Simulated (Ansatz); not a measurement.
# Starting-point dependence of the GW gap of SrWO4 (I4_1/a)

One-shot GW is not self-consistent; how far does the start matter for SrWO4 (I4_1/a)?

Method: G0W0 on several functionals, plane waves, PAW, in Ansatz 0.2.0.

## 1. The structure

The structure is tetragonal, space group I4_1/a (No. 88). The conventional cell has a = 5.440 Å, b = 5.440 Å, c = 11.940 Å, α = 90.00°, β = 90.00°, γ = 90.00°. Nearest to Sr lie 8 O at 2.58 to 2.62 Å. Nearest to W lie 4 O at 1.80 Å. Nearest to O lie 1 W at 1.80 Å and 2 Sr at 2.58 to 2.62 Å. Farther neighbours and most contacts between anions are not listed.

The cell and positions are those that the Materials Project relaxed with its own functionals (PBE, PBE+U or r2SCAN), kept fixed. Spin-orbit coupling is left out unless a step names it. The default PAW set here is soft_2. Its files were made with PBE.

## 2. G0W0 on LDA

G0W0 replaces the xc potential by the self-energy, built once from these orbitals. Only a window of levels is corrected, while the sums run over the empty bands that the input names.

This step: G0W0 on LDA, plane waves, PAW.

Contents of input.yaml:

```yaml
crystal:
  lattice:
    - [-2.7201121709, 2.7201121709, 5.9699255756]
    - [2.7201121709, -2.7201121709, 5.9699255756]
    - [2.7201121709, 2.7201121709, -5.9699255756]
  atoms:
    - { symbol: Sr, position: [0.75, 0.25, 0.5] }
    - { symbol: Sr, position: [0.0, 0.0, 0.0] }
    - { symbol: W, position: [0.25, 0.75, 0.5] }
    - { symbol: W, position: [0.5, 0.5, 0.0] }
    - { symbol: O, position: [0.44084291, 0.81857378, 0.09339807] }
    - { symbol: O, position: [0.56857378, 0.97517571, 0.87773087] }
    - { symbol: O, position: [0.09744484, 0.69084291, 0.12226913] }
    - { symbol: O, position: [0.72517571, 0.34744484, 0.90660193] }
    - { symbol: O, position: [0.02482429, 0.90255516, 0.59339807] }
    - { symbol: O, position: [0.65255516, 0.55915709, 0.37773087] }
    - { symbol: O, position: [0.18142622, 0.27482429, 0.62226913] }
    - { symbol: O, position: [0.30915709, 0.43142622, 0.40660193] }
kpoints:
  mp_grid: { grid: [4, 4, 4] }
hamiltonian:
  xc: lda
scf:
  occupations: { method: fixed }
gw:
  n_empty_bands: 968
  ecut_chi: 180.0
  qp_bands: [v4, c4]
  qp_kpoints: band_edges
  screening: { model: contour_deformation }
```

Started as:

```sh
ansatz run input.yaml --threads 3 --pin off --max-ram 92160MiB --backend cuda --events-out ev --progress --plain --runs-dir out --devices 1 --max-vram 13GiB  # rebuilt from the run's record
```

Numbers of over 12 decimals in the logs are rounded to 6 here.

The log of the run:

```text
GPUs: using 1 of 1 available (devices: 1).
Engine: ansatz 0.2.0, x86_64-unknown-linux-gnu
Pseudopotentials: kind: paw
Pseudopotential: Sr, paw, valence charge 10, recommended cutoff 420 eV (normal), Sr.paw.azcp
Pseudopotential: W, paw, valence charge 14, recommended cutoff 420 eV (normal), W.paw.azcp
Pseudopotential: O, paw, valence charge 6, recommended cutoff 420 eV (normal), O.paw.azcp
Functional definition: SPW92
  exchange = slater_x
  correlation = pw_c
device memory: the entry about to start is reckoned to put 4.2 GiB on a device that reports 69.3 GiB free (of which the cap on the GPU budget leaves the run 13.0 GiB)
GPU FFT provider: cuFFT
GPU libraries: cuBLAS 13.8.2, cuFFT 12.4.0, cuSOLVER 12.3.4
Crystal: 12 atoms, lattice volume = 176.686 Å³
Basis set: ecut = 420 eV, 3435 PW (Γ)
Bands: 60, of which v1, the nominal top of the filled ones, is band 48 counted from 1 (47 counted from 0)
Symmetry: 8 space group operations
Space group: I41/a (ITA 88), of the structure as read, at distance tolerance 5.6e-5 Å
k-points: 14 of 64
Non-local potential: Sr, projectors of the file, l = 0: 3, l = 1: 2, l = 2: 2
Non-local potential: W, projectors of the file, l = 0: 3, l = 1: 2, l = 2: 2, l = 3: 1
Non-local potential: O, projectors of the file, l = 0: 2, l = 1: 2, l = 2: 1
PAW form: soft (Blöchl's): semilocal exchange-correlation on the pseudo side does not see the compensation charge
PAW frozen core: Sr, regenerated for the run's functional, and the local potential with it (the file was generated under x = pbe(κ = 0.804, μ = 0.219515), c = pbe(β = 0.066725))
PAW frozen core: W, regenerated for the run's functional, and the local potential with it (the file was generated under x = pbe(κ = 0.804, μ = 0.219515), c = pbe(β = 0.066725))
PAW frozen core: O, regenerated for the run's functional, and the local potential with it (the file was generated under x = pbe(κ = 0.804, μ = 0.219515), c = pbe(β = 0.066725))
PAW one-centre angular grid: Sr, 110 points (default); XC on 64 Gauss nodes
PAW one-centre angular grid: W, 590 points (default); XC on 64 Gauss nodes
PAW one-centre angular grid: O, 110 points (default); XC on 64 Gauss nodes
Initial density: superposition of atomic densities (neutral atoms: chi_scale 0, normalization atom), corrected by the library's trained network
Initial wavefunctions: pseudopotential atomic-orbital guess
GPU buffer pool allocated for 110592 grid points (all kernels)
GPU transforms: local potential and band sums: pruned to the plane-wave sphere, on 48×48×48
Functional: x = slater, c = lda
SCF iter   1: F=—  HF=-31602.612229 eV  |F-HF|=—  |Δ(HF+E_count)|=         —  Δρ=1.77e-2  dr2=5.36e-1  ethr=1.77e-3  ⟨swp⟩=5.1  Hψ=3290  notcnv=0  defer=128
preconditioner: auto → Resta (q_TF=auto, 2.465 Å⁻¹)  ε∞=4.6  [insulator: Δε(μ)=4.120 eV  Ē_g=12.833 eV  n_scr=36 (ndim 8)  ℏωp=24.4 eV  f_vac=0.051  ε∞_Penn≈4.6]
SCF iter   2: F=—  HF=-31602.512484 eV  |F-HF|=—  |Δ(HF+E_count)|=   9.97e-2  Δρ=7.43e-3  dr2=9.36e-2  ethr=5.58e-4  ⟨swp⟩=2.1  Hψ=1401  notcnv=0  defer=123
SCF iter   3: F=—  HF=-31602.494425 eV  |F-HF|=—  |Δ(HF+E_count)|=   1.81e-2  Δρ=2.39e-3  dr2=9.07e-3  ethr=9.75e-5  ⟨swp⟩=2.1  Hψ=1122  notcnv=0  defer=140
SCF iter   4: F=—  HF=-31602.491923 eV  |F-HF|=—  |Δ(HF+E_count)|=   2.50e-3  Δρ=4.03e-4  dr2=3.04e-4  ethr=9.45e-6  ⟨swp⟩=3.0  Hψ=1120  notcnv=0  defer=140
SCF iter   5: F=—  HF=-31602.491919 eV  |F-HF|=—  |Δ(HF+E_count)|=   4.61e-6  Δρ=7.94e-5  dr2=1.53e-5  ethr=3.17e-7  ⟨swp⟩=2.1  Hψ=1034  notcnv=0  defer=140
SCF iter   6: F=—  HF=-31602.491921 eV  |F-HF|=—  |Δ(HF+E_count)|=   2.50e-6  Δρ=2.35e-5  dr2=1.13e-6  ethr=1.60e-8  ⟨swp⟩=2.5  Hψ=1374  notcnv=0  defer=116
SCF iter   7: F=-31602.491921 eV  HF=-31602.491921 eV  |F-HF|=7.30e-9  |Δ(HF+E_count)|=   8.92e-8  Δρ=4.82e-6  dr2=5.22e-8  ethr=1.04e-10  ⟨swp⟩=13.1  Hψ=4034  notcnv=0
SCF 1 converged in 7 iterations: F = -31602.491921 eV  dr2 = 5.22e-8
  greatest PAW one-centre occupation: 1.000 electrons in one spin orbital (limit 2), on the W atom at site 3 (counted from 0), in its partial waves of l = 0
device memory: the entry about to start is reckoned to put 5.3 GiB (of the 5.4 GiB reckoned in all, the device holds 0.1 GiB already) on a device that reports 73.9 GiB free (of which the cap on the GPU budget leaves the run 12.9 GiB)
NSCF: frozen V_eff on 14 k-points
the band table was solved once the SCF had ended and its energy, with any forces and stress, was formed, with the checks that follow a solve (3216 applications of the Hamiltonian). They found nothing against the state; the energy, forces and stress were not computed again (output.eigenvalues in the input reference)
device memory: the entry about to start is reckoned to put 7.5 GiB on a device that reports 74.0 GiB free (of which the cap on the GPU budget leaves the run 13.0 GiB)
NSCF: frozen V_eff on 14 k-points
G₀W₀ screening: q 1/14
[... further progress lines ...]
device memory: the entry about to start is reckoned to put 1.3 GiB on a device that reports 50.8 GiB free (of which the cap on the GPU budget leaves the run 13.0 GiB)
NSCF: frozen V_eff on 1 k-points
device memory: the entry about to start is reckoned to put 1.2 GiB on a device that reports 50.8 GiB free (of which the cap on the GPU budget leaves the run 13.0 GiB)
NSCF: frozen V_eff on 1 k-points
SCF converged after 7 iterations
Free energy (F): -31602.491921 eV
Harris-Foulkes:  -31602.491921 eV  (|F-HF|=7.30e-9)
Internal energy: -31602.491921 eV  (E = F + TS)
E sigma→0 (E₀):  -31602.491921 eV
Fermi energy:    6.167227 eV
--- Per-component energies (eV) ---
  E_band       = -797.058169
  E_kinetic    = 2770.744106
  E_local      = -6775.917119  (includes V_loc(G=0)·N_el)
  E_nonlocal   = 822.100726
  E_hartree    = 2281.418010
  E_xc         = -1446.636570
  E_vxc        = -1538.498149  (∫ρ·V_xc dr)
  E_paw        = -22988.220614  (= ΣΔE_a)
  E_vpaw       = -638.345415  (= ΣTr[D̂ρ^β])
  E_aug_tail   = 0.019861  (compensation charges beyond the density's cutoff)
  E_ewald      = -6267.930270
  E_core_change = 1.929949  (= ΣΔE_core)
  E_smearing   = -0.000000  (= −TS)
  E_closure    = 0.000000  (closes the sum)
  Σ components = -31602.491921   (vs F -31602.491921, Δ=0.00e0)
--- Band table (eV; the first three rows and the last of 14) ---
  k-point 0: bands = [... 44 lower, 5.4406, 5.8559, 6.1672, 6.1672, 10.5025, 10.8718, 11.1029, 11.1868, ... 8 higher]
  k-point 1: bands = [... 44 lower, 5.7306, 5.7515, 5.7754, 6.0366, 10.6754, 10.9713, 11.0047, 11.2848, ... 8 higher]
  k-point 2: bands = [... 44 lower, 5.7384, 5.7384, 5.7937, 5.7937, 10.7190, 10.7190, 11.1987, 11.1987, ... 8 higher]
  k-point 13: bands = [... 44 lower, 5.8252, 5.8252, 6.0866, 6.0866, 10.6081, 10.6081, 10.8963, 10.8963, ... 8 higher]
--- G₀W₀: contour deformation, 6 samples at zero and on the imaginary axis and 0 off it, 64 q-points, 968 empty bands' worth ---
  eigenvalues of the whole cell's RPA ε∞ on this k-mesh (on a slab, of 1 + 4πα/V) = 3.4506, 3.4506, 3.5080; static W/v taken at q = 0 is 0.288455
  gw.qp_kpoints: band_edges: 14 of 14 stored k-points solved, in 1 pass; an edge of the gap read off the rows below is read off those points alone
    ik  band        ε_KS         Σx   Σc(E_QP)       V_xc       Z   E_QP_lin       E_QP  E_QP is
     0    45      5.4406   -25.1477     4.0631   -20.2208  0.7489     4.5659     4.5769  root
     0    46      5.8559   -25.3955     4.0955   -20.4698  0.7484     5.0163     5.0257  root
     0    47      6.1672   -25.7519     4.0972   -20.8418  0.7482     5.3455     5.3544  root
     0    48      6.1672   -25.7519     4.0972   -20.8418  0.7482     5.3455     5.3544  root
     0    49     10.5025   -14.9513    -4.4259   -20.8230  0.7980    11.9698    11.9483  root
     0    50     10.8718   -15.3188    -4.3681   -21.1376  0.7962    12.3443    12.3224  root
     0    51     11.1029   -15.3338    -4.2541   -21.0448  0.7876    12.5833    12.5597  root
     0    52     11.1868   -16.1885    -4.2786   -21.9705  0.7882    12.7150    12.6902  root
     1    45      5.7306   -25.2498     4.1114   -20.2856  0.7480     4.8675     4.8779  root
     1    46      5.7515   -25.5000     4.0842   -20.5696  0.7492     4.8954     4.9054  root
     1    47      5.7754   -25.2992     4.1383   -20.3136  0.7482     4.9180     4.9282  root
     1    48      6.0366   -25.5767     4.1147   -20.6397  0.7473     5.2051     5.2144  root
     1    49     10.6754   -15.3402    -4.3256   -21.1306  0.7936    12.1625    12.1401  root
     1    50     10.9713   -16.0314    -4.2527   -21.7834  0.7864    12.4952    12.4706  root
     1    51     11.0047   -15.7503    -4.3078   -21.5326  0.7918    12.5022    12.4791  root
     1    52     11.2848   -16.5916    -4.2205   -22.3281  0.7837    12.8264    12.8008  root
     2    45      5.7384   -25.3246     4.1519   -20.3213  0.7464     4.8766     4.8870  root
     2    46      5.7384   -25.3246     4.1519   -20.3213  0.7464     4.8766     4.8870  root
     2    47      5.7937   -25.3470     4.0969   -20.4053  0.7485     4.9389     4.9489  root
     2    48      5.7937   -25.3470     4.0969   -20.4053  0.7485     4.9389     4.9489  root
     2    49     10.7190   -15.4290    -4.2435   -21.1469  0.7925    12.2157    12.1933  root
     2    50     10.7190   -15.4290    -4.2435   -21.1469  0.7925    12.2157    12.1933  root
     2    51     11.1987   -16.3414    -4.2399   -22.0891  0.7858    12.7313    12.7064  root
     2    52     11.1987   -16.3414    -4.2399   -22.0891  0.7858    12.7313    12.7064  root
[...]
13    45      5.8252   -25.4153     4.0772   -20.4988  0.7479     4.9764     4.9860  root
    13    46      5.8252   -25.4153     4.0772   -20.4988  0.7479     4.9764     4.9860  root
    13    47      6.0866   -25.6787     4.0985   -20.7629  0.7484     5.2601     5.2692  root
    13    48      6.0866   -25.6787     4.0985   -20.7629  0.7484     5.2601     5.2692  root
    13    49     10.6081   -14.5090    -4.3482   -20.2813  0.7999    12.0526    12.0321  root
    13    50     10.6081   -14.5090    -4.3482   -20.2813  0.7999    12.0526    12.0321  root
    13    51     10.8963   -15.5232    -4.3210   -21.3128  0.7946    12.3873    12.3648  root
    13    52     10.8963   -15.5232    -4.3210   -21.3128  0.7946    12.3873    12.3648  root
```

Wall time 2.7 min (1 × NVIDIA H100 80GB HBM3 (shared by 6 runs) with 3 threads of AMD EPYC 7R13 (Zen 3), shared host); peak memory 3.4 GiB.

In the SCF lines HF is the Harris–Foulkes energy and dr2 the Hartree energy of the density residual, in eV; the loop may stop once dr2 is under the threshold and the program's other checks hold. Hψ counts applications of the Hamiltonian.

This step gave:

* bands summed: 1016
* RPA ε∞ on this mesh (eigenvalues): 3.451, 3.451, 3.508
* plane waves in the screening matrix: 989
* q-points in the mesh: 64
* G0W0 gap on the mesh: 6.594 eV
* k of the valence top: 0, 0, 0
* k of the conduction bottom: 0, 0, 0
* starting gap on the mesh: 4.335 eV
* Z at the valence top: 0.7482
* Z at the conduction bottom: 0.7980
* least direct G0W0 gap on the computed points: 6.594 eV

The gap on the mesh goes from 4.34 eV to 6.59 eV, a correction of +2.26 eV. Between the two edge states, bare exchange in place of the xc potential would open the gap by 10.78 eV, and correlation takes back 8.52 eV.

(Continued in part 2 of 2.)

[Paths, hosts, dates, memory and timing lines, banners, echoed tables and standing remarks are left out of the program output.]

[Logs are printed without paths, hosts, clocks, repeated set-up lines and the standing remarks that a program may print on its own settings, such as how far it seeks lower states.]

[Runs of the session that timed out or met a known fault of the program may be left out.]

[Cells called generated may have been cut or substituted from an entry of the Crystallography Open Database or the Materials Project.]

[Hosts, paths, dates, database ids (printed as entryN), source tags and the programs' standing remarks are cut or masked in the printed files.]
